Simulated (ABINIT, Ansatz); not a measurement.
## A GW chain in ABINIT: PbS (Galena)

How does a plane-wave GW calculation on PbS (Galena) run from the first input to the gap?

Program: ABINIT 10.8.3. Level of theory: PBE and many-body steps on it, plane waves. Results are calculated unless marked as measured.

The database entry behind the starting cell differs from later determinations by our own check (about 0.1 % short), so it need not match the best structure at ambient conditions.

## Step 1: The starting structure

The structure is cubic, space group Fm-3m (No. 225). The conventional cell has a = 5.931 Å, b = 5.931 Å, c = 5.931 Å, α = 90.00°, β = 90.00°, γ = 90.00°. Nearest to Pb lie 6 S at 2.97 Å. Nearest to S lie 6 Pb at 2.97 Å. Farther neighbours and most contacts between anions are not listed.

The cell and positions come from the Crystallography Open Database and are kept as given unless a step says otherwise. Spin-orbit coupling is left out unless a step names it.

## Step 2: Ground state

This step: ABINIT 10.8.3; DFT, PBE, plane waves, norm-conserving pseudopotentials.

The ground-state density comes first.

Input file run.abi:

```
acell 3*1.0 Angstrom
rprim 
  0.000000000000 2.965750000000 2.965750000000
  2.965750000000 -0.000000000000 2.965750000000
  2.965750000000 2.965750000000 0.000000000000
ntypat 2
znucl 82 16
natom 2
typat 1 2
xred 
  0.000000000000 0.000000000000 0.000000000000
  0.500000000000 0.500000000000 0.500000000000
pp_dirpath "pseudos"
pseudos "Pb.upf, S.upf"
ecut 32
ngkpt 6 6 6
nshiftk 1
shiftk 0 0 0
kptopt 1
chksymbreak 0
nband 19
occopt 1
tolvrs 1e-10
nstep 60
prtwf 0
optforces 0
optstress 0
indata_prefix "in"
outdata_prefix "out"
tmpdata_prefix "tmp"
```

Run with:

```console
> OMP_NUM_THREADS=1 mpirun -n 8 abinit run.abi > log
```

Numbers of over 12 decimals in the logs are rounded to 6 here.

What it wrote:

```text
.Version 10.8.3 of ABINIT. v10.8.2 released Aug 2026.

 Symmetries : space group Fm -3 m (#225); Bravais cF (face-center cubic)
================================================================================
 Values of the parameters that define the memory need of the present run
     intxc =       0    ionmov =       0      iscf =       7    lmnmax =       7
     lnmax =       7     mgfft =      45  mpssoang =       4    mqgrid =    3001
     natom =       2  nloc_mem =       1    nspden =       1   nspinor =       1
    nsppol =       1      nsym =      48    n1xccc =    2501    ntypat =       2
    occopt =       1   xclevel =       2
-    mband =          19        mffmem =           1         mkmem =           2
       mpw =        3060          nfft =       91125          nkpt =          16
================================================================================
  Rough estimation (10% accuracy) of disk space for files :
================================================================================

--------------------------------------------------------------------------------
------------- Echo of variables that govern the present computation ------------
--------------------------------------------------------------------------------
 -outvars: echo values of preprocessed input variables --------
            acell      1.8897261259E+00  1.8897261259E+00  1.8897261259E+00 Bohr

      chksymbreak           0
             ecut      3.20000000E+01 Hartree
-          fftalg         312

              ixc     -101130
              kpt      0.00000000E+00  0.00000000E+00  0.00000000E+00
                       1.66666667E-01  0.00000000E+00  0.00000000E+00
                       3.33333333E-01  0.00000000E+00  0.00000000E+00
                       5.00000000E-01  0.00000000E+00  0.00000000E+00
                       1.66666667E-01  1.66666667E-01  0.00000000E+00
                       3.33333333E-01  1.66666667E-01  0.00000000E+00
                       5.00000000E-01  1.66666667E-01  0.00000000E+00
                      -3.33333333E-01  1.66666667E-01  0.00000000E+00
                      -1.66666667E-01  1.66666667E-01  0.00000000E+00
   [... 5 further rows ...]
                      -3.33333333E-01  3.33333333E-01  1.66666667E-01
                      -3.33333333E-01  5.00000000E-01  1.66666667E-01
         kptrlatt        6    0    0      0    6    0      0    0    6
          kptrlen      4.75553798E+01
P           mkmem           2
            natom           2
            nband          19
            ngfft          45      45      45
             nkpt          16
            nstep          60
             nsym          48
           ntypat           2
              occ      2.000000  2.000000  2.000000  2.000000  2.000000  2.000000
                       2.000000  2.000000  2.000000  2.000000  2.000000  2.000000
                       2.000000  2.000000  0.000000  0.000000  0.000000  0.000000
                       0.000000
        optforces           0
        optstress           0
            prtwf           0
            rprim      0.0000000000E+00  2.9657500000E+00  2.9657500000E+00
[...]
spgroup         225

           tolvrs      1.00000000E-10

             xred      0.0000000000E+00  0.0000000000E+00  0.0000000000E+00
[...]
znucl       82.00000   16.00000

================================================================================

 chkinp: Checking input parameters for consistency.

================================================================================
== DATASET  1 ==================================================================
-   mpi_nproc: 8, omp_nthreads: 1 (-1 if OMP is not activated)

--- !DatasetInfo
iteration_state: {dtset: 1, }
dimensions: {natom: 2, nkpt: 16, mband: 19, nsppol: 1, nspinor: 1, nspden: 1, mpw: 3060, }
cutoff_energies: {ecut:  32.0, pawecutdg:  -1.0, }
electrons: {nelect:   2.80000000E+01, charge:   0.00000000E+00, occopt:   1.00000000E+00, tsmear:   1.00000000E-02, }

 Real(R)+Recip(G) space primitive vectors, cartesian coordinates (Bohr,Bohr^-1):
 R(1)=  0.0000000  5.6044553  5.6044553  G(1)= -0.0892147  0.0892147  0.0892147
 R(2)=  5.6044553  0.0000000  5.6044553  G(2)=  0.0892147 -0.0892147  0.0892147
 R(3)=  5.6044553  5.6044553  0.0000000  G(3)=  0.0892147  0.0892147 -0.0892147
 Unit cell volume ucvol=  3.5207097E+02 bohr^3
 Angles (23,13,12)=  6.00000000E+01  6.00000000E+01  6.00000000E+01 degrees

 getcut: wavevector=  0.0000  0.0000  0.0000  ngfft=  45  45  45
         ecut(hartree)=     32.000   => boxcut(ratio)=   2.18004

--- Pseudopotential description ------------------------------------------------
- Pb Generated using ONCVPSP code by D. R. Hamann
- 82.00000  22.00000  220131                  znucl, zion, pspdat
12 -101130 3 -1 1692                          pspcod,pspxc,lmax,lloc,mmax
     nproj     2     2     2     1
  pspatm : epsatm=   27.21822286
         --- l  ekb(1:nproj) -->
[...]
3    9.337611
 pspatm: atomic psp has been read  and splines computed

- S Generated using ONCVPSP code by D. R. Hamann
- 16.00000   6.00000  220131                  znucl, zion, pspdat
12 -101130 2 -1 1148                          pspcod,pspxc,lmax,lloc,mmax
     nproj     2     2     2     0
  pspatm : epsatm=    9.04179067
         --- l  ekb(1:nproj) -->
[...]
pspatm: atomic psp has been read  and splines computed

   1.01528038E+03                                ecore*ucvol(ha*bohr**3)
--------------------------------------------------------------------------------

_setup2: Arith. and geom. avg. npw (full set) are    3046.319    3046.299

================================================================================

--- !BeginCycle
iteration_state: {dtset: 1, }
solver: {iscf: 7, nstep: 60, nline: 4, wfoptalg: 0, }
tolerances: {tolvrs: 1.00E-10, }

     iter   Etot(hartree)      deltaE(h)  residm     vres2
 ETOT  1  -220.68025648267    -2.207E+02 2.025E-01 2.587E+02
 ETOT  2  -220.81960154055    -1.393E-01 2.991E-02 6.664E+01
 ETOT  3  -220.82861874230    -9.017E-03 1.168E-03 3.205E-01
 ETOT  4  -220.82863321299    -1.447E-05 1.522E-03 3.308E-02
 ETOT  5  -220.82863816220    -4.949E-06 5.231E-04 1.171E-02
 ETOT  6  -220.82863952394    -1.362E-06 2.774E-04 3.011E-04
 ETOT  7  -220.82863956775    -4.381E-08 4.469E-04 1.062E-06
 ETOT  8  -220.82863956787    -1.202E-10 1.710E-04 9.265E-10
 ETOT  9  -220.82863956789    -1.512E-11 3.188E-04 7.596E-11

 At SCF step    9       vres2   =  7.60E-11 < tolvrs=  1.00E-10 =>converged.

--- !ResultsGS
iteration_state: {dtset: 1, }
comment   : Summary of ground state results
lattice_vectors:
- [  0.0000000,   5.6044553,   5.6044553, ]
- [  5.6044553,  -0.0000000,   5.6044553, ]
- [  5.6044553,   5.6044553,   0.0000000, ]
lattice_lengths: [   7.92590,    7.92590,    7.92590, ]
lattice_angles: [ 60.000,  60.000,  60.000, ] # degrees, (23, 13, 12)
lattice_volume:   3.5207097E+02
convergence: {deltae: -1.512E-11, res2:  7.596E-11, residm:  3.188E-04, diffor:  0.000E+00, }
etotal    :  -2.20828640E+02
entropy   :   0.00000000E+00
fermie    :   2.61321931E-01
cartesian_stress_tensor: null
pressure_GPa: null
xred      :
- [  0.0000E+00,   0.0000E+00,   0.0000E+00, Pb]
- [  5.0000E-01,   5.0000E-01,   5.0000E-01,  S]
cartesian_forces: null
force_length_stats: {min: null, max: null, mean: null, }

 Integrated electronic density in atomic spheres:
 ------------------------------------------------
 Atom  Sphere_radius  Integrated_density
    1        2.00000         17.98879791
    2        2.00000          3.85850451
================================================================================

 ----iterations are completed or convergence reached----

 Mean square residual over all n,k,spin=   11.405E-07; max=  31.883E-05
 reduced coordinates (array xred) for    2 atoms
       0.000000000000      0.000000000000      0.000000000000
       0.500000000000      0.500000000000      0.500000000000
 rms dE/dt=  0.0000E+00; max dE/dt=  0.0000E+00; dE/dt below (all hartree)
    1       0.000000000000      0.000000000000      0.000000000000
    2       0.000000000000      0.000000000000      0.000000000000

 cartesian coordinates (angstrom) at end:
    1      0.000000     0.000000     0.000000
    2      2.965750     2.965750     2.965750
 length scales=  1.889726125908  1.889726125908  1.889726125908 bohr
              =  1.000000000000  1.000000000000  1.000000000000 angstroms
 prteigrs : about to open file out_EIG
 Fermi (or HOMO) energy (hartree) =   0.26132   Average Vxc (hartree)=  -0.36690
 Eigenvalues (hartree) for nkpt=  16  k points:
 kpt#   1, nband= 19, wtk=  0.00463, kpt=  0.0000  0.0000  0.0000 (reduced coord)
  -4.87332   -2.73092   -2.73092   -2.73092   -0.35750   -0.35750   -0.35750   -0.35691
  -0.35691   -0.23845    0.03951    0.18133    0.18133    0.18133    0.45279    0.45279
   0.45279    0.50769    0.50769
 prteigrs : prtvol=0 or 1, do not print more k-points.

--- !EnergyTerms
iteration_state     : {dtset: 1, }
comment             : Components of total free energy in Hartree
kinetic             :  6.27619306944237E+01
hartree             :  6.47170384811409E+01
xc                  : -3.71375939848818E+01
Ewald energy        : -1.19182758947334E+02
psp_core            :  2.88373785379895E+00
local_psp           : -2.10182062179208E+02
non_local_psp       :  1.53110685141708E+01
total_energy        : -2.20828639567890E+02
total_energy_eV     : -6.00905340545636E+03
band_energy         : -2.91494927102668E+01

== END DATASET(S) ==============================================================
================================================================================

 -outvars: echo values of variables after computation  --------
           etotal     -2.2082863957E+02
            nband          19
             nkpt          16
          spgroup         225
 [... the other variables as echoed above ...]

 Calculation completed.
```

Run time: 13 s. Hardware: 8 MPI ranks of Arm Neoverse N1, shared host; peak memory 0.61 GiB.

This step gave:

```yaml
total_energy: -6009.0534 eV
gap: 0.3622 eV
k_of_the_valence_top: 0.5, 0, 0
k_of_the_conduction_bottom: 0.5, 0, 0
least_direct_gap: 0.3622 eV
```

The gap is direct, at (0.500, 0.000, 0.000).

(Continued in part 2 of 3.)

[Paths, hosts, dates, memory and timing lines, banners, echoed tables and standing remarks are left out of the program output.]

[Logs are printed without paths, hosts, clocks, repeated set-up lines and the standing remarks that a program may print on its own settings, such as how far it seeks lower states.]

[Runs of the session that timed out or met a known fault of the program may be left out.]

[Hosts, paths, dates, database ids (printed as entryN), source tags and the programs' standing remarks are cut or masked in the printed files.]

[G0W0 gaps are taken among the corrected bands and points alone; a level outside them can change the order at an edge.]

[Where Ansatz stands beside ABINIT at settings called matched, ABINIT's density can come from a denser mesh and the files from another edition; pairs whose starting gaps differed by over 0.03 eV were left out, so agreement reads better than it is.]
